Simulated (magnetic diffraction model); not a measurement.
# Magnetic neutron pattern of Tl₂FeI₄

Space group P2_1 (no. 4), a = 7.4680 Å, b = 8.1200 Å, c = 10.0900 Å, β = 108.74°.

```csv
site,atom,x,y,z
2a,Tl,0.8049,0.2311,0.9669
2a,Tl,0.7096,0.2346,0.4205
2a,I,0.0162,0.9979,0.2832
2a,I,0.9900,0.9932,0.7311
2a,I,0.4208,0.2544,0.6423
2a,I,0.3797,0.2521,0.0562
2a,Fe,0.2099,0.2389,0.7911
```

The compound is invented for this exercise: a known structure type with other elements, its cell scaled to their sizes and not relaxed.

Only Fe is taken to order (form factors of Fe2+); orders and moment sizes are assumed, and not adapted to the symmetry. Radiation: neutrons of λ = 2.36 Å, 2° to 30°; isotropic B of 0.43 Å² (Tl), 0.48 Å² (I) and 0.54 Å² (Fe). The intensities are simulated: I ∝ L Σ (|F_N|² + |F_M⊥|²) for unpolarised neutrons, with F_M = 2.695 fm/μB × Σ f(s) S exp(2πi Q·r) exp(−B s²) at Q = H ± k (one set where k and −k are equivalent), only the part normal to Q counting and L = 1/(sin²θ cos θ). For a modulated order the moment at position r is S exp(−2πi k·r) + c.c., with S = m/2 for a sine wave of amplitude m and S = m(u + iv)/2 for moments turning in a plane, u and v being orthogonal unit vectors in it; the phase factor of the sum at Q = H + k is then exp(2πi H·r). Form factors are spin-only for 3d ions and dipole or tabulated for f ions, scattering lengths are Sears's of 1992, and absorption is left out. A label names one of the reflections at its angle. The strongest nuclear line in the range is 100, and lines under 0.2 are left out.

Assume the order k = (0 0 1/4), moments turning in the plane of [100] and [010], 2.13 μB on Fe; signs + at (0.2099, 0.2389, 0.7911), − at (0.7901, 0.7389, 0.2089).

Predict the pattern, nuclear and magnetic parts apart.

```
2θ (°)       index  nuclear  magnetic
 10.63   (0 0 3/4)      0.0      39.8
 14.19     (0 0 1)     15.7       0.0
 17.09   (0 1 1/4)      0.0      16.5
 17.76   (0 0 5/4)      0.0      13.6
 18.37  (1 0 -1/4)      0.0       6.5
 18.73  (1 0 -3/4)      0.0       1.6
 19.21     (1 0 0)     22.0       0.0
 19.85   (0 1 3/4)      0.0       1.0
 19.90    (1 0 -1)     49.9       0.0
 20.64   (1 0 1/4)      0.0       6.0
 21.60  (1 0 -5/4)      0.0       1.5
 21.99     (0 1 1)    100.0       0.0
 24.48   (0 1 5/4)      0.0       0.7
 24.93  (1 1 -1/4)      0.0       0.4
 24.96   (0 0 7/4)      0.0       1.7
 25.20  (1 1 -3/4)      0.0       5.3
 25.57     (1 1 0)      2.9       0.0
 26.09    (1 1 -1)     23.2       0.0
 26.20  (1 0 -7/4)      0.0       2.4
 26.68   (1 1 1/4)      0.0       0.4
 27.44  (1 1 -5/4)      0.0       5.0
 27.46     (1 0 1)     82.1       0.0
 28.60     (0 0 2)      2.4       0.0
 28.92    (1 0 -2)      1.3       0.0
```

The strongest magnetic line in the range is (0 0 3/4) at 10.63° (39.8). On top of the Lorentz factor, which all lines share, magnetic lines fade with angle because f falls: for Fe2+ it is 0.90, 0.68, 0.45 and 0.15 at sin θ/λ = 0.1, 0.2, 0.3 and 0.5 Å⁻¹, while nuclear lengths stay constant. The order has no net moment.

[Logs are printed without paths, hosts, clocks, repeated set-up lines and the standing remarks that a program may print on its own settings, such as how far it seeks lower states.]
